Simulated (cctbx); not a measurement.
## Occupancies in HoMn3

Cell a = 5.7110 Å, b = 5.7110 Å, c = 4.2490 Å, α = 90.00°, β = 90.00°, γ = 120.00°; space group P6_3/mmc (no. 194); nominal formula HoMn3.

Simulated single-crystal data (cctbx): Cu Kα, λ = 1.54184 Å, to d = 0.83 Å, 50 % of the full sphere, strongest reflection 70000 counts, noise from counting, a 2 % proportional error and a noise floor of 15 counts (s.d.); no absorption.

With every site full:

```text
Rint 0.018, 56 unique reflections to 0.84 A
cycle     R1     wR2    GooF  max shift (A)
   1  0.1797  0.3587  30.864   0.00112
   2  0.0729  0.1409  12.123   0.00002
final R1 0.0729 wR2 0.1409 GooF 12.123  parameters 6  data/parameter 9.3
atom        x        y        z      Ueq    occ   su(xyz)  su(Uiso or U11)
Ho1    0.66667  0.33333  0.75000   0.0128  1.000  0.00000  0.0015
Mn1    0.66748  0.83374  0.75000   0.0323  1.000  0.00100  0.0028
difference map: max 1.23 min -3.70 rms 0.84
Q1    0.0000  0.0000  0.0000    2    1.23  1.96 A from Mn1
Q2    0.0000  0.5000  0.0000    6    0.98  1.96 A from Ho1
Q3    0.2841  0.5681  0.7500    6    0.87  1.17 A from Mn1
Q4    0.0695  0.1390  0.6118   12    0.86  1.12 A from Mn1
Q5    0.0770  0.5385  0.7500    6    0.84  1.50 A from Mn1
Q6    0.1967  0.3935  0.2500    6    0.82  1.35 A from Ho1
```

With the occupancies of the suspect sites free, each still typed as its main element:

```text
Rint 0.018, 56 unique reflections to 0.84 A
cycle     R1     wR2    GooF  max shift (A)
   1  0.1703  0.3687  32.051   0.00102
   3  0.0046  0.0102   0.889   0.00000
final R1 0.0046 wR2 0.0102 GooF 0.889  parameters 7  data/parameter 8.0
atom        x        y        z      Ueq    occ   su(xyz)  su(Uiso or U11)
Ho1    0.66667  0.33333  0.75000   0.0113  1.000  0.00000  0.0001
Mn1    0.66770  0.83385  0.75000   0.0145  0.747  0.00008  0.0003
su of occupancy Mn1: 0.003
difference map: max 0.34 min -0.27 rms 0.07
Q1    0.1775  0.5888  0.2500    6    0.34  0.77 A from Ho1
Q2    0.1963  0.3927  0.2500    6    0.25  1.36 A from Ho1
Q3    0.0653  0.5327  0.7500    6    0.23  1.52 A from Mn1
Q4    0.1945  0.5973  0.5791   12    0.20  1.56 A from Ho1
Q5    0.2486  0.4972  0.0878   12    0.19  1.09 A from Ho1
Q6    0.2665  0.5330  0.7500    6    0.19  0.99 A from Mn1
```

**Question.** What is the disorder?

X-rays count electrons. Mn1 refines to 0.747(0.003), or 18.7 electrons; the site truly holds 0.75 Mn, 18.8 electrons, which is 0.750 of Mn. A value under 1 can't tell vacancies from a lighter guest, and one over 1 needs a heavier guest; chemistry or a second radiation must settle which. Occupancy correlates with U and the scale, so the match is approximate.

Freeing them takes R1 from 0.0729 to 0.0046 and GooF from 12.12 to 0.89.

The model is made up (kin elements in a known structure type, no relaxation), so it says nothing on whether the phase exists.

[Middle refinement cycles are left out of these outputs.]

[Logs are printed without paths, hosts, clocks, repeated set-up lines and the standing remarks that a program may print on its own settings, such as how far it seeks lower states.]
